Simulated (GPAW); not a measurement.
The Mg K edge of atom 1 in Mg2C3 (C2/m), with 3 C at 2.24 to 2.35 Å, 2 C at 2.37 Å and 1 C at 2.55 Å (6-fold, site symmetry m), was computed in 2 ways: full core hole (charged cell) and no core hole. Program and functional: GPAW, PBE, Gaussian full width 0.9 eV up to 4 eV, rising linearly to 3.5 eV at 25 eV; cells of 5 and 15 atoms (the run without a hole in the smaller).

Each run is counted from its own lowest empty level or Fermi level and scaled to a mean of 1 over its first 20 eV.

```csv
E (eV),run 1,run 2
-2.0,0.00,0.00
-1.5,0.00,0.00
-1.0,0.00,0.00
-0.5,0.01,0.03
0.0,0.10,0.18
0.5,0.28,0.44
1.0,0.44,0.62
1.5,0.53,0.83
2.0,0.53,0.91
2.5,0.47,0.91
3.0,0.51,0.83
3.5,0.48,0.62
4.0,0.36,0.65
4.5,0.42,1.02
5.0,0.61,1.39
5.5,0.75,1.78
6.0,0.88,2.00
6.5,0.99,1.90
7.0,1.03,1.65
7.5,1.05,1.49
8.0,1.20,1.48
8.5,1.44,1.51
9.0,1.61,1.50
9.5,1.63,1.45
10.0,1.59,1.40
10.5,1.58,1.36
11.0,1.61,1.28
11.5,1.58,1.14
12.0,1.48,0.97
12.5,1.37,0.84
13.0,1.30,0.78
13.5,1.26,0.76
14.0,1.22,0.75
14.5,1.16,0.72
15.0,1.09,0.69
15.5,1.03,0.66
16.0,0.99,0.63
16.5,0.95,0.62
17.0,0.94,0.62
17.5,0.95,0.63
18.0,0.98,0.65
18.5,1.02,0.66
19.0,1.03,0.66
19.5,1.02,0.65
20.0,0.98,0.63
20.5,0.92,0.59
21.0,0.86,0.56
21.5,0.81,0.54
22.0,0.77,0.52
22.5,0.75,0.51
23.0,0.73,0.50
23.5,0.71,0.50
24.0,0.69,0.49
24.5,0.66,0.48
25.0,0.64,0.47
25.5,0.62,0.45
26.0,0.60,0.45
26.5,0.58,0.44
27.0,0.58,0.44
27.5,0.57,0.45
28.0,0.58,0.46
28.5,0.58,0.49
29.0,0.60,0.52
```

**Question.** Which run is which?

Run 1: no core hole (area from −2 to 6 eV 3.0, main maxima 1.8 eV (0.54), 9.3 eV (1.63), 11.1 eV (1.61) and 19.1 eV (1.03)). Run 2: full core hole (charged cell) (area from −2 to 6 eV 5.6, main maxima 2.2 eV (0.92), 6.1 eV (2.01), 8.7 eV (1.51) and 18.8 eV (0.66)). With each curve scaled to its own mean, the area from −2 to 6 eV with the hole is 5.6 against 3.0, and the centre of weight from −1 to 20 eV moves by -2.0 eV: the hole pulls the absorber's empty states down.

[Banner, clock and machine lines of the logs are left out without a mark of their own.]

[Logs are printed without paths, hosts, clocks, repeated set-up lines and the standing remarks that a program may print on its own settings, such as how far it seeks lower states.]

[Hosts, paths, dates, database ids (printed as entryN), source tags and the programs' standing remarks are cut or masked in the printed files.]

[Lists of maxima count a maximum above −3 eV only where it reaches 4 % of the highest in the window and stands out from its surroundings by 2 % of it (1.5 % where it reaches 55 %); shoulders and weaker maxima are passed over, and of the rest the first, up to two pre-edge ones and the few strongest are named.]
